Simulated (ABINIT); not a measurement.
## CsPbCl3 (Pm-3m): making up for missing bands

Aim: few bands, with and without a completion of the sum over empty states, for CsPbCl3 (Pm-3m).

Program: ABINIT 10.8.3. Level of theory: PBE and many-body steps on it, plane waves. Values are calculated unless marked as measured.

## 1. The starting structure

The structure is cubic, space group Pm-3m (No. 221). The conventional cell has a = 5.605 Å, b = 5.605 Å, c = 5.605 Å, α = 90.00°, β = 90.00°, γ = 90.00°. Cs has 12 Cl at 3.96 Å nearest. Nearest to Pb lie 6 Cl at 2.80 Å. Nearest to Cl lie 2 Pb at 2.80 Å and 4 Cs at 3.96 Å. Farther neighbours, and contacts between anions beyond the nearest, are not listed.

The cell and positions come from the Crystallography Open Database and are kept as given unless a step says otherwise.

## 2. Empty states on the mesh, 2×2×2 mesh, 292 bands

This step: ABINIT 10.8.3; DFT, PBE, plane waves, norm-conserving pseudopotentials.

The sums over transitions need many empty states on a uniform mesh; this step solves for them.

run.abi

```
acell 3*1.0 Angstrom
rprim 
  5.605000000000 0.000000000000 0.000000000000
  0.000000000000 5.605000000000 0.000000000000
  0.000000000000 0.000000000000 5.605000000000
ntypat 3
znucl 55 82 17
natom 5
typat 1 2 3 3 3
xred 
  0.000000000000 0.000000000000 0.000000000000
  0.500000000000 0.500000000000 0.500000000000
  0.500000000000 0.500000000000 0.000000000000
  0.000000000000 0.500000000000 0.500000000000
  0.500000000000 0.000000000000 0.500000000000
pp_dirpath "pseudos"
pseudos "Cs.upf, Pb.upf, Cl.upf"
ecut 25
ngkpt 2 2 2
nshiftk 1
shiftk 0 0 0
kptopt 1
chksymbreak 0
iscf -2
irdden 1
istwfk *1
nband 292
nbdbuf 26
tolwfr 1e-09
nstep 60
prtvol 0
indata_prefix "in"
outdata_prefix "out"
tmpdata_prefix "tmp"
```

Run with:

```sh
> OMP_NUM_THREADS=1 mpirun -n 8 abinit run.abi > log
```

What it wrote:

```text
.Version 10.8.3 of ABINIT. v10.8.2 released Aug 2026.

 Symmetries : space group Pm -3 m (#221); Bravais cP (primitive cubic)
[... echo of the input left out ...]
== DATASET  1 ==================================================================
-   mpi_nproc: 8, omp_nthreads: 1 (-1 if OMP is not activated)
-    --> not optimal distribution: autoparal keyword recommended in input file <--

--- !DatasetInfo
iteration_state: {dtset: 1, }
dimensions: {natom: 5, nkpt: 4, mband: 292, nsppol: 1, nspinor: 1, nspden: 1, mpw: 7123, }
cutoff_energies: {ecut:  25.0, pawecutdg:  -1.0, }
[...]
2.58694    2.58695    2.61413    2.61414    2.61415    2.63676    2.63678    2.63686
   2.64063    2.67509    2.67666    2.67780    2.68891    2.68906    2.69048    2.69878
   2.69889    2.69898    2.70028    2.70806
 prteigrs : prtvol=0 or 1, do not print more k-points.

== END DATASET(S) ==============================================================
================================================================================

 -outvars: echo values of variables after computation  --------
            nband         292
             nkpt           4
          spgroup         221
 [... the other variables as echoed above ...]

 Calculation completed.
```

Wall time 2.2 min (8 MPI ranks of Intel Xeon 6975P-C (Granite Rapids), shared host); peak memory 0.84 GiB; 18 min of CPU time.

Numbers from this step:

```
gap                                                           : 1.933 eV
k of the valence top                                          : 0.5, 0.5, 0.5
k of the conduction bottom                                    : 0.5, 0.5, 0.5
least direct gap                                              : 1.933 eV
k points computed                                             : 4
lowest point of the top converged band, above the valence top : 65.1620 eV
```

On this mesh the gap is 1.933 eV.

The density comes from a self-consistent run that is not shown.

## 3. Screening, 2×2×2 mesh, 266 bands, screening to 152.4 eV

The RPA dielectric matrix is built and inverted for each q.

This step: RPA screening on PBE, plane waves, norm-conserving pseudopotentials.

Edit run.abi of step 2 so:

```diff
@@ -23,10 +23,11 @@
 chksymbreak 0
-iscf -2
-irdden 1
 istwfk *1
-nband 292
-nbdbuf 26
-tolwfr 1e-09
-nstep 60
-prtvol 0
+occopt 1
+irdwfk 1
+optdriver 3
+nband 266
+ecuteps 5.6
+inclvkb 2
+awtr 1
+symchi 1
 indata_prefix "in"
```

What it wrote:

```text
.Version 10.8.3 of ABINIT. v10.8.2 released Aug 2026.

 Symmetries : space group Pm -3 m (#221); Bravais cP (primitive cubic)
[... echo of the input left out ...]
== DATASET  1 ==================================================================
-   mpi_nproc: 8, omp_nthreads: 1 (-1 if OMP is not activated)

--- !DatasetInfo
iteration_state: {dtset: 1, }
dimensions: {natom: 5, nkpt: 4, mband: 266, nsppol: 1, nspinor: 1, nspden: 1, mpw: 7123, }
cutoff_energies: {ecut:  25.0, pawecutdg:  -1.0, }
electrons: {nelect:   4.40000000E+01, charge:   0.00000000E+00, occopt:   1.00000000E+00, tsmear:   1.00000000E-02, }

 SCREENING: Calculation of the susceptibility and dielectric matrices

 Based on a program developped by R.W. Godby, V. Olevano, G. Onida, and L. Reining.
 Incorporated in ABINIT by V. Olevano, G.-M. Rignanese, and M. Torrent.
.Using double precision arithmetic ; gwpc =  8

[... cell and pseudopotentials left out ...]
--------------------------------------------------------------------------------

 ==== K-mesh for the wavefunctions ====
 Number of points in the irreducible wedge :     4
[... list of points left out ...]
 Together with 48 symmetry operations and time-reversal symmetry
 yields     8 points in the full Brillouin Zone.

 ==== Q-mesh for the screening function ====
 Number of points in the irreducible wedge :     4
[... list of points left out ...]
 Together with 48 symmetry operations and time-reversal symmetry
 yields     8 points in the full Brillouin Zone.

 setmesh: FFT mesh size selected  =    36x   36x   36
          total number of points  =        46656

 vcoul_init : cutoff-mode = AUXILIARY_FUNCTION
 q-points for optical limit:   1
     1)      0.000010    0.000020    0.000030

- screening: taking advantage of time-reversal symmetry
- Maximum band index for partially occupied states nbvw = 22
- Remaining bands to be divided among processors   nbcw = 244
- Number of bands treated by each node ~30

 Number of electrons calculated from density =   44.0000; Expected =   44.0000
 average of density, n =  0.037028
 r_s =    1.8612
 omega_plasma =   18.5618 [eV]

 calculating chi0 at frequencies [eV] :
  1    0.000000E+00    0.000000E+00
  2    0.000000E+00    1.856181E+01

--------------------------------------------------------------------------------
  q-point number  1        q = ( 0.000000, 0.000000, 0.000000) [r.l.u.]
--------------------------------------------------------------------------------
[... chi0 elements left out ...]
 For q-point:  0.000010 0.000020 0.000030
  dielectric constant =   7.1913
  dielectric constant without local fields =   8.2864

  Average fulfillment of the sum rule on Im[epsilon] for q-point    1 :     84.86  [%]
[... wings left out ...]
  q-point number  2        q = ( 0.500000, 0.000000, 0.000000) [r.l.u.]
--------------------------------------------------------------------------------
[... chi0 elements left out ...]
  Average fulfillment of the sum rule on Im[epsilon] for q-point    2 :     92.11  [%]

 [... 2 further q-points ...]
```

Elapsed: 70 s, on 8 MPI ranks; peak memory 2.7 GiB; 9.3 min of CPU time.

Numbers from this step:

| Item | Value |
| --- | --- |
| ε∞ with local fields, on this mesh | 7.191 |
| ε∞ without local fields, on this mesh | 8.286 |
| plasma frequency | 18.56 eV |
| plane waves in the screening matrix | 739 |

Local fields lower ε∞ by 13 %. On a Γ-centred mesh this coarse the value itself is usually too large, while a short band sum pulls it down.

## 4. 266 bands

The self-energy is evaluated for the states that the input lists, and the quasiparticle equation is solved.

This step: G0W0 on PBE, plane waves, norm-conserving pseudopotentials.

Edit run.abi of step 3 so:

```diff
@@ -26,8 +26,17 @@
 irdwfk 1
-optdriver 3
+optdriver 4
 nband 266
+gwcalctyp 0
+ecutsigx 25
+symsigma 1
+nkptgw 2
+kptgw 
+  0.5000000000 0.5000000000 0.5000000000
+  0.0000000000 0.0000000000 0.0000000000
+bdgw 
+  19 25
+  20 25
 ecuteps 5.6
-inclvkb 2
-awtr 1
-symchi 1
+irdscr 1
+ppmodel 1
 indata_prefix "in"
```

What it wrote:

```text
.Version 10.8.3 of ABINIT. v10.8.2 released Aug 2026.

 Symmetries : space group Pm -3 m (#221); Bravais cP (primitive cubic)
[... echo of the input left out ...]
== DATASET  1 ==================================================================
-   mpi_nproc: 8, omp_nthreads: 1 (-1 if OMP is not activated)

--- !DatasetInfo
iteration_state: {dtset: 1, }
dimensions: {natom: 5, nkpt: 4, mband: 266, nsppol: 1, nspinor: 1, nspden: 1, mpw: 7123, }
cutoff_energies: {ecut:  25.0, pawecutdg:  -1.0, }
electrons: {nelect:   4.40000000E+01, charge:   0.00000000E+00, occopt:   1.00000000E+00, tsmear:   1.00000000E-02, }

 SIGMA: Calculation of the GW corrections

 Based on a program developped by R.W. Godby, V. Olevano, G. Onida, and L. Reining.
 Incorporated in ABINIT by V. Olevano, G.-M. Rignanese, and M. Torrent.
.Using double precision arithmetic ; gwpc =  8

[... cell and pseudopotentials left out ...]
--------------------------------------------------------------------------------

 ==== K-mesh for the wavefunctions ====
 Number of points in the irreducible wedge :     4
[... list of points left out ...]
 Together with 48 symmetry operations and time-reversal symmetry
 yields     8 points in the full Brillouin Zone.

 ==== Q-mesh for screening function ====
 Number of points in the irreducible wedge :     4
[... list of points left out ...]
 Together with 48 symmetry operations and time-reversal symmetry
 yields     8 points in the full Brillouin Zone.

 vcoul_init : cutoff-mode = AUXILIARY_FUNCTION
 q-points for optical limit:   1
     1)      0.000010    0.000020    0.000030
 setmesh: FFT mesh size selected  =    48x   48x   48
          total number of points  =       110592

 Number of electrons calculated from density =   44.0000; Expected =   44.0000
 average of density, n =  0.037028
 r_s =    1.8612
 omega_plasma =   18.5618 [eV]

 === KS Band Gaps ===
  >>>> For spin  1
   Minimum direct gap =   1.9335 [eV], located at k-point      :   0.5000  0.5000  0.5000
   Fundamental gap    =   1.9335 [eV], Top of valence bands at :   0.5000  0.5000  0.5000
                                       Bottom of conduction at :   0.5000  0.5000  0.5000
 SIGMA fundamental parameters:
 PLASMON POLE MODEL  1
 number of plane-waves for SigmaX                 7123
 number of plane-waves for SigmaC and W            739
 number of plane-waves for wavefunctions          7123
 number of bands                                   266
 number of independent spin polarizations            1
 number of spinorial components                      1
 number of k-points in IBZ                           4
 number of q-points in IBZ                           4
 number of symmetry operations                      48
 number of k-points in BZ                            8
 number of q-points in BZ                            8
 number of frequencies for dSigma/dE                 9
 frequency step for dSigma/dE [eV]                0.25
 number of omega for Sigma on real axis              0
 max omega for Sigma on real axis  [eV]           0.00
 zcut for avoiding poles [eV]                     0.10

 EPSILON^-1 parameters (SCR file):
 dimension of the eps^-1 matrix on file            739
 dimension of the eps^-1 matrix used               739
 number of plane-waves for wavefunctions          7123
 number of bands                                   266
 number of q-points in IBZ                           4
 number of frequencies                               2
 number of real frequencies                          1
 number of imag frequencies                          1

 matrix elements of self-energy operator (all in [eV])

 Perturbative Calculation

--- !SelfEnergy_ee
iteration_state: {dtset: 1, }
kpoint     : [   0.500,    0.500,    0.500, ]
spin       : 1
KS_gap     :    1.933
QP_gap     :    3.166
Delta_QP_KS:    1.232
data: !SigmaeeData |
     Band     E0 <VxcDFT>   SigX SigC(E0)      Z dSigC/dE  Sig(E)    E-E0       E
       19  -0.178 -14.256 -18.504   2.861   0.769  -0.300 -15.324  -1.067  -1.245
       20  -0.178 -14.256 -18.504   2.861   0.769  -0.300 -15.324  -1.067  -1.245
       21  -0.178 -14.256 -18.504   2.861   0.769  -0.300 -15.324  -1.067  -1.245
       22   2.026 -15.396 -17.861   1.417   0.788  -0.269 -16.222  -0.826   1.199
       23   3.959  -9.887  -6.509  -2.882   0.818  -0.222  -9.481   0.406   4.365
       24   3.959  -9.887  -6.509  -2.882   0.818  -0.222  -9.481   0.406   4.365
[...]
--- !SelfEnergy_ee
iteration_state: {dtset: 1, }
kpoint     : [   0.000,    0.000,    0.000, ]
spin       : 1
KS_gap     :    5.875
QP_gap     :    7.186
Delta_QP_KS:    1.311
data: !SigmaeeData |
     Band     E0 <VxcDFT>   SigX SigC(E0)      Z dSigC/dE  Sig(E)    E-E0       E
[...]
23   5.379  -6.339  -2.683  -3.364   0.840  -0.190  -6.094   0.245   5.624
       24   6.319  -6.633  -2.877  -3.260   0.841  -0.189  -6.216   0.416   6.735
       25   6.319  -6.633  -2.877  -3.260   0.841  -0.189  -6.216   0.416   6.735

== END DATASET(S) ==============================================================
================================================================================

 -outvars: echo values of variables after computation  --------
           etotal      0.0000000000E+00
            nband         266
             nkpt           4
          spgroup         221
 [... the other variables as echoed above ...]

 Calculation completed.
```

Elapsed: 73 s, on 8 MPI ranks; peak memory 3.1 GiB.

This step gave:

| Property | Result |
| --- | --- |
| G0W0 gap on the mesh | 3.166 eV |
| starting gap on the mesh | 1.933 eV |
| k of the valence top | 0.5, 0.5, 0.5 |
| k of the conduction bottom | 0.5, 0.5, 0.5 |
| Z at the valence top | 0.788 |
| Z at the conduction bottom | 0.818 |
| least direct G0W0 gap on the computed points | 3.166 eV |

The gap on the mesh goes from 1.93 eV to 3.17 eV, a correction of +1.23 eV.

## 5. Screening, 2×2×2 mesh, 43 bands, screening to 152.4 eV

This step: RPA screening on PBE, plane waves, norm-conserving pseudopotentials.

Edit run.abi of step 4 so:

```diff
@@ -26,17 +26,8 @@
 irdwfk 1
-optdriver 4
-nband 266
-gwcalctyp 0
-ecutsigx 25
-symsigma 1
-nkptgw 2
-kptgw 
-  0.5000000000 0.5000000000 0.5000000000
-  0.0000000000 0.0000000000 0.0000000000
-bdgw 
-  19 25
-  20 25
+optdriver 3
+nband 43
 ecuteps 5.6
-irdscr 1
-ppmodel 1
+inclvkb 2
+awtr 1
+symchi 1
 indata_prefix "in"
```

What it wrote:

```text
.Version 10.8.3 of ABINIT. v10.8.2 released Aug 2026.

 Symmetries : space group Pm -3 m (#221); Bravais cP (primitive cubic)
[... echo of the input left out ...]
== DATASET  1 ==================================================================
-   mpi_nproc: 8, omp_nthreads: 1 (-1 if OMP is not activated)

--- !DatasetInfo
iteration_state: {dtset: 1, }
dimensions: {natom: 5, nkpt: 4, mband: 43, nsppol: 1, nspinor: 1, nspden: 1, mpw: 7123, }
cutoff_energies: {ecut:  25.0, pawecutdg:  -1.0, }
electrons: {nelect:   4.40000000E+01, charge:   0.00000000E+00, occopt:   1.00000000E+00, tsmear:   1.00000000E-02, }

 SCREENING: Calculation of the susceptibility and dielectric matrices

 Based on a program developped by R.W. Godby, V. Olevano, G. Onida, and L. Reining.
 Incorporated in ABINIT by V. Olevano, G.-M. Rignanese, and M. Torrent.
.Using double precision arithmetic ; gwpc =  8

[... cell and pseudopotentials left out ...]
--------------------------------------------------------------------------------

 ==== K-mesh for the wavefunctions ====
 Number of points in the irreducible wedge :     4
[... list of points left out ...]
 Together with 48 symmetry operations and time-reversal symmetry
 yields     8 points in the full Brillouin Zone.

 ==== Q-mesh for the screening function ====
 Number of points in the irreducible wedge :     4
[... list of points left out ...]
 Together with 48 symmetry operations and time-reversal symmetry
 yields     8 points in the full Brillouin Zone.

 setmesh: FFT mesh size selected  =    36x   36x   36
          total number of points  =        46656

 vcoul_init : cutoff-mode = AUXILIARY_FUNCTION
 q-points for optical limit:   1
     1)      0.000010    0.000020    0.000030

- screening: taking advantage of time-reversal symmetry
- Maximum band index for partially occupied states nbvw = 22
- Remaining bands to be divided among processors   nbcw = 21
- Number of bands treated by each node ~2

 Number of electrons calculated from density =   44.0000; Expected =   44.0000
 average of density, n =  0.037028
 r_s =    1.8612
 omega_plasma =   18.5618 [eV]

 calculating chi0 at frequencies [eV] :
  1    0.000000E+00    0.000000E+00
  2    0.000000E+00    1.856181E+01

--------------------------------------------------------------------------------
  q-point number  1        q = ( 0.000000, 0.000000, 0.000000) [r.l.u.]
--------------------------------------------------------------------------------
[... chi0 elements left out ...]
 For q-point:  0.000010 0.000020 0.000030
  dielectric constant =   7.0791
  dielectric constant without local fields =   8.0900

  Average fulfillment of the sum rule on Im[epsilon] for q-point    1 :     24.18  [%]
[... wings left out ...]
  q-point number  2        q = ( 0.500000, 0.000000, 0.000000) [r.l.u.]
--------------------------------------------------------------------------------
[... chi0 elements left out ...]
  Average fulfillment of the sum rule on Im[epsilon] for q-point    2 :     36.89  [%]

 [... 2 further q-points ...]
```

Wall time 12 s (8 MPI ranks); peak memory 1.8 GiB.

Numbers from this step:

```
ε∞ with local fields, on this mesh    : 7.079
ε∞ without local fields, on this mesh : 8.09
plasma frequency                      : 18.56 eV
plane waves in the screening matrix   : 739
```

[end of part 1 of 2]

[Long decimals in the printed logs are rounded to 6 places.]

[Logs are printed without paths, hosts, clocks, repeated set-up lines and the standing remarks that a program may print on its own settings, such as how far it seeks lower states.]

[Paths, hosts, dates, memory and timing lines, banners, echoed tables and standing remarks are left out of the program output; an Ansatz launch command may be rebuilt from the run's recorded settings. Measured values are a selection of at most five: reports struck by readers or far from the other reports are left out. None is set beside runs whose start may be inverted or whose files or cutoffs have a known fault.]

[Runs of the session that timed out or met a known fault of the program may be left out.]

[Hosts, paths, dates, database ids (printed as entryN), source tags and the programs' standing remarks are cut or masked in the printed files.]

[G0W0 gaps are taken among the corrected bands and points alone; a level outside them can change the order at an edge.]

[Where Ansatz stands beside ABINIT at settings called matched, ABINIT's density can come from a denser mesh and the files from another edition; pairs whose starting gaps differed by over 0.03 eV were left out, so agreement reads better than it is.]
